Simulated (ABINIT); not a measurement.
# HgTe (Pm-3m): zone-centre phonons

Aim: the zone-centre modes of HgTe (Pm-3m).

Program: ABINIT 10.8.3. Level of theory: DFT LDA, scalar-relativistic, plane waves, PseudoDojo norm-conserving pseudopotentials. Results are calculated unless marked as measured.

Report form: the programs' logs are mostly left out.

The structure was built from a prototype and need not be the compound's stable phase.

**1. The starting structure**

It takes space group Pm-3m (No. 221, cubic). The conventional cell has a = 3.879 Å, b = 3.879 Å, c = 3.879 Å, α = 90.00°, β = 90.00°, γ = 90.00°. Hg has 8 Te at 3.36 Å nearest. Te has 8 Hg at 3.36 Å nearest. Farther neighbours and most contacts between anions are not listed.

**2. A first look**

A first run with smearing and empty bands tells whether the crystal has a gap, which decides between fixed occupations and smearing later on.

File probe.abi:

```
# ground state
tolvrs 1.0d-08
prtden 1
prtwf 1

# basis, mesh and filling
ecut 34.0
ngkpt 6 6 6
nshiftk 1
shiftk 0.0 0.0 0.0
istwfk *1
occopt 7
tsmear 0.005
nband 26
nstep 100
diemac 9.0
prtebands 0
prtgsr 0

# cell and atoms
acell 3*1.0 Angstrom
rprim 
    3.87887 0.0 0.0
    0.0 3.87887 0.0
    0.0 0.0 3.87887
ntypat 2
znucl 80 52
natom 2
typat 1 2
xred 
    0.0 0.0 0.0
    0.5 0.5 0.5
pp_dirpath "./pseudo"
pseudos "Hg.upf, Te.upf"
```

The run is started by

```bash
> OMP_NUM_THREADS=1 mpirun -n 4 abinit probe.abi > probe.log
```

Elapsed: 13 s, on 4 MPI ranks of Arm Neoverse V2, shared host; 53 s of CPU time.

This step gave:

- volume per atom: 29.18 Å³
- pressure: -6.997 GPa
- gap on the k-mesh: 0 eV

No gap opens on this mesh, so smearing is kept; the printed pressure holds the stress of the finite basis too.

**3. Rough relaxation**

The typed start is rough, so a first relaxation with smearing and loose thresholds takes it towards rest cheaply.

File prerelax.abi:

```
# relaxation
ionmov 2
optcell 2
dilatmx 1.15
chkdilatmx 0
ntime 40
tolmxf 3.0d-04
tolvrs 1.0d-10
prtwf 0
prtden 0
chksymtnons 0

# basis, mesh and filling
ecut 34.0
ecutsm 3.0
ngkpt 4 4 4
nshiftk 1
shiftk 0.0 0.0 0.0
istwfk *1
occopt 7
tsmear 0.005
nband 26
nstep 100
diemac 1000000.0
prtebands 0
prtgsr 0

# cell and atoms
acell 3*1.0 Angstrom
rprim 
    3.87887 0.0 0.0
    0.0 3.87887 0.0
    0.0 0.0 3.87887
ntypat 2
znucl 80 52
natom 2
typat 1 2
xred 
    0.0 0.0 0.0
    0.5 0.5 0.5
pp_dirpath "./pseudo"
pseudos "Hg.upf, Te.upf"
```

The run is started by

```bash
> OMP_NUM_THREADS=1 mpirun -n 4 abinit prerelax.abi > prerelax.log
```

Elapsed: 67 s, on 4 MPI ranks; 4.5 min of CPU time.

Step by step:

| step | energy less that of the first step (eV) | largest force (eV/Å) | volume (Å³) |
| --- | --- | --- | --- |
| 1 | 0.0000 | 0.0000 | 58.36 |
| 2 | -0.0453 | 0.0000 | 57.20 |
| 3 | -0.1694 | 0.0000 | 46.94 |
| 4 | -0.2041 | 0.0000 | 50.66 |
| 5 | -0.2068 | 0.0000 | 49.91 |
| 6 | -0.2069 | 0.0000 | 49.81 |

```
conventional cell, symmetrised  before  after   change
                         a (Å)   3.879  3.679   -5.1 %
                         b (Å)   3.879  3.679   -5.1 %
                         c (Å)   3.879  3.679   -5.1 %
              volume (Å³/atom)   29.18  24.91  -14.6 %
```

Final coordinates:

```xyz
2
Lattice="3.6794 0.0000 0.0000 0.0000 3.6794 0.0000 0.0000 0.0000 3.6794" Properties=species:S:1:pos:R:3 pbc="T T T"
Hg    0.0000    0.0000    0.0000
Te    1.8397    1.8397    1.8397
```

Numbers from this step:

```
volume per atom : 24.91 Å³
pressure        : 0.003611 GPa
```

The volume changes by -14.6 % in this run and stands -14.6 % from the first cell.

**4. Rough relaxation**

The cell changed much, so the rough relaxation is repeated on a basis made for the new cell.

prerelax.abi: that of step 3 with these lines changed.

```diff
@@ -30,5 +30,5 @@
 rprim 
-    3.87887 0.0 0.0
-    0.0 3.87887 0.0
-    0.0 0.0 3.87887
+    3.679443559 0.0 0.0
+    0.0 3.679443559 0.0
+    0.0 0.0 3.679443559
 ntypat 2
```

Run time: 13 s. Hardware: 4 MPI ranks.

Little changed from the start: no atom moved by 0.005 Å and no cell edge by 0.1 %.

This step gave:

| Property | Result |
| --- | --- |
| pressure | 0.003613 GPa |

The volume changes by +0.0 % in this run and stands -14.6 % from the first cell.

**5. Relaxing the cell and atoms**

The harmonic expansion needs vanishing forces, and a free crystal bears no stress, so cell and atoms are brought to rest. Stress is more sensitive to the basis than forces are: the last 3 Ha under the cutoff are smoothed with ecutsm, and the cutoff is raised above that of the later runs.

File relax.abi:

```
# relaxation
ionmov 2
optcell 2
dilatmx 1.08
ntime 40
tolmxf 1.0d-05
tolvrs 1.0d-14
prtwf 0
prtden 0
chksymtnons 0

# basis, mesh and filling
ecut 42.0
ecutsm 3.0
ngkpt 8 8 8
nshiftk 1
shiftk 0.0 0.0 0.0
istwfk *1
occopt 3
tsmear 0.01
nband 26
nstep 100
diemac 1000000.0
prtebands 0
prtgsr 0

# cell and atoms
acell 3*1.0 Angstrom
rprim 
    3.679443561 0.0 0.0
    0.0 3.679443561 0.0
    0.0 0.0 3.679443561
ntypat 2
znucl 80 52
natom 2
typat 1 2
xred 
    0.0 0.0 0.0
    0.5 0.5 0.5
pp_dirpath "./pseudo"
pseudos "Hg.upf, Te.upf"
```

The run is started by

```bash
> OMP_NUM_THREADS=1 mpirun -n 4 abinit relax.abi > relax.log
```

It took 2.5 min on 4 MPI ranks.

Step by step:

```csv
step,energy less that of the first step (eV),largest force (eV/Å),volume (Å³)
1,0.0000,0.0000,49.81
2,-0.0003,0.0000,49.91
3,-0.0009,0.0000,50.30
4,-0.0009,0.0000,50.31
```

```csv
"conventional cell, symmetrised",before,after,change
a (Å),3.679,3.692,+0.3 %
b (Å),3.679,3.692,+0.3 %
c (Å),3.679,3.692,+0.3 %
volume (Å³/atom),24.91,25.15,+1.0 %
```

The relaxed structure:

```cif
data_structure
_symmetry_space_group_name_H-M 'P 1'
_symmetry_Int_Tables_number 1
_cell_length_a 3.6915
_cell_length_b 3.6915
_cell_length_c 3.6915
_cell_angle_alpha 90.000
_cell_angle_beta 90.000
_cell_angle_gamma 90.000
_cell_volume 50.31
loop_
_atom_site_label
_atom_site_type_symbol
_atom_site_fract_x
_atom_site_fract_y
_atom_site_fract_z
_atom_site_occupancy
Hg1 Hg 0.00000 0.00000 0.00000 1
Te2 Te 0.50000 0.50000 0.50000 1
```

Numbers from this step:

| Quantity | Value |
| --- | --- |
| volume per atom | 25.15 Å³ |
| pressure | 1.32e-4 GPa |

The volume changes by +1.0 % in this run and stands -13.8 % from the first cell.

**6. Self-consistent run for the response**

First-order wavefunctions inherit every error of the ground state, hence the very tight tolvrs. Smearing stays on, as the first look found no gap above 0.3 eV.

File gs.abi:

```
# ground state
tolvrs 1.0d-16
prtden 1
prtwf 1

# basis, mesh and filling
ecut 34.0
ngkpt 8 8 8
nshiftk 1
shiftk 0.0 0.0 0.0
istwfk *1
occopt 3
tsmear 0.01
nband 26
nstep 100
diemac 1000000.0
prtebands 0
prtgsr 0

# cell and atoms
acell 3*1.0 Angstrom
rprim 
    3.691528891 0.0 0.0
    0.0 3.691528891 0.0
    0.0 0.0 3.691528891
ntypat 2
znucl 80 52
natom 2
typat 1 2
xred 
    0.0 0.0 0.0
    0.5 0.5 0.5
pp_dirpath "./pseudo"
pseudos "Hg.upf, Te.upf"
```

The run is started by

```bash
> OMP_NUM_THREADS=1 mpirun -n 4 abinit gs.abi > gs.log
```

Run time: 26 s. Hardware: 4 MPI ranks; 1.7 min of CPU time.

Numbers from this step:

```
pressure : -0.3942 GPa
```

The cell stands at -0.39 GPa: the relaxation ran with a smoothed and higher cutoff, and the difference is a stress of the finite basis.

**7. Zone-centre response**

At q = 0 one unit cell holds all displacements. The response is solved for single atoms along the cell's directions, and symmetry skips those that follow from others. The crystal is treated as a metal, which screens a static field, so no field response is asked.

File dfpt_gamma.abi:

```

# common to the responses
getwfk_filepath "gso_WFK"
kptopt 2
nqpt 1
qpt 0.0 0.0 0.0
asr 0
chneut 0

# displacements
rfphon 1
rfatpol 1 2
rfdir 1 1 1
tolvrs 1.0d-10
prtwf 0

# basis, mesh and filling
ecut 34.0
ngkpt 8 8 8
nshiftk 1
shiftk 0.0 0.0 0.0
istwfk *1
occopt 3
tsmear 0.01
nband 26
nstep 100
diemac 1000000.0
prtebands 0
prtgsr 0

# cell and atoms
acell 3*1.0 Angstrom
rprim 
    3.691528891 0.0 0.0
    0.0 3.691528891 0.0
    0.0 0.0 3.691528891
ntypat 2
znucl 80 52
natom 2
typat 1 2
xred 
    0.0 0.0 0.0
    0.5 0.5 0.5
pp_dirpath "./pseudo"
pseudos "Hg.upf, Te.upf"
```

The run is started by

```bash
> OMP_NUM_THREADS=1 mpirun -n 4 abinit dfpt_gamma.abi > dfpt_gamma.log
```

Wall time 1.8 min (4 MPI ranks); 7.2 min of CPU time.

Read from the output:

```
largest acoustic frequency at the zone centre before the sum rule : -3.55 cm⁻¹
highest optical zone-centre mode (no LO-TO term)                  : 63.4 cm⁻¹
lowest optical zone-centre mode                                   : 63.4 cm⁻¹
```

The acoustic modes at Γ come out as far as 3.5 cm⁻¹ from zero, where they should vanish, a small numerical error.

**8. Zone-centre analysis**

anaddb reads the merged derivatives and imposes the acoustic sum rule.

File anaddb.abi:

```
ddb_filepath "gamma_DDB"
output_file "anaddb.abo"
outdata_prefix "anaddb"
asr 1
chneut 1
enunit 2
eivec 1
nph1l 1
qph1l 0.0 0.0 0.0 1.0
```

File mrgddb.in:

```
gamma_DDB
merged
2
dfpt_gammao_DDB
gso_DDB
```

The run is started by

```bash
> mrgddb < mrgddb.in > mrgddb.log
> OMP_NUM_THREADS=1 anaddb anaddb.abi > anaddb.log
```

It took 0.55 s on 1 thread.

Read from the output:

```yaml
highest_optical_zone_centre_mode_no_lo_to_term: 63.48 cm⁻¹
lowest_optical_zone_centre_mode: 63.48 cm⁻¹
```

No LO-TO term; unit eigenvectors of the mass-weighted matrix, from anaddb's displacements. Modes at Γ, with each element's share of the kinetic energy:

```
mode  frequency (cm⁻¹)  symmetry  Hg %  Te %
   1               0.0  acoustic    61    39
   2               0.0  acoustic    61    39
   3               0.0  acoustic    61    39
   4              63.5       T1u    39    61
   5              63.5       T1u    39    61
   6              63.5       T1u    39    61
```

Displacements in mode 4 (63.5 cm⁻¹), the largest set to 1:
```
Hg1  0.00  0.00  0.64
Te2  0.00  0.00 -1.00
```

The rule moves no optical mode by more than 0.1 cm⁻¹.

**9. Results**

```yaml
space_group_after_relaxation: Pm-3m
volume_per_atom: 25.2 Å³
highest_optical_zone_centre_mode_no_lo_to_term: 63.5 cm⁻¹
imaginary_optical_modes_at_the_zone_centre_no_q_mesh_in_this_session: none
```

At the LDA level the optical modes of HgTe (Pm-3m) at the zone centre lie at 63 cm⁻¹. The base run prints -0.39 GPa, mostly the error of a finite basis; the relaxation, with a smoothed and higher cutoff, had brought the cell to rest. These are harmonic frequencies: anharmonic shifts and widths and the lattice's thermal expansion are left out. The Fermi-Dirac smearing of 0.01 Ha is an electronic temperature of 3158 K, which adds a pressure of its own and can shift the volume and soft modes. Spin-orbit coupling is left out, which can matter for the heavy elements here. In a metal the frequencies hang on the k mesh and the smearing, most of all near Kohn anomalies. The structure is a hypothetical one, built on a prototype.

[Host names and launcher messages were left out of these logs when they were recorded.]

[Logs are printed without paths, hosts, clocks, repeated set-up lines and the standing remarks that a program may print on its own settings, such as how far it seeks lower states.]

[Hosts, paths, dates, database ids (printed as entryN), source tags and the programs' standing remarks are cut or masked in the printed files.]
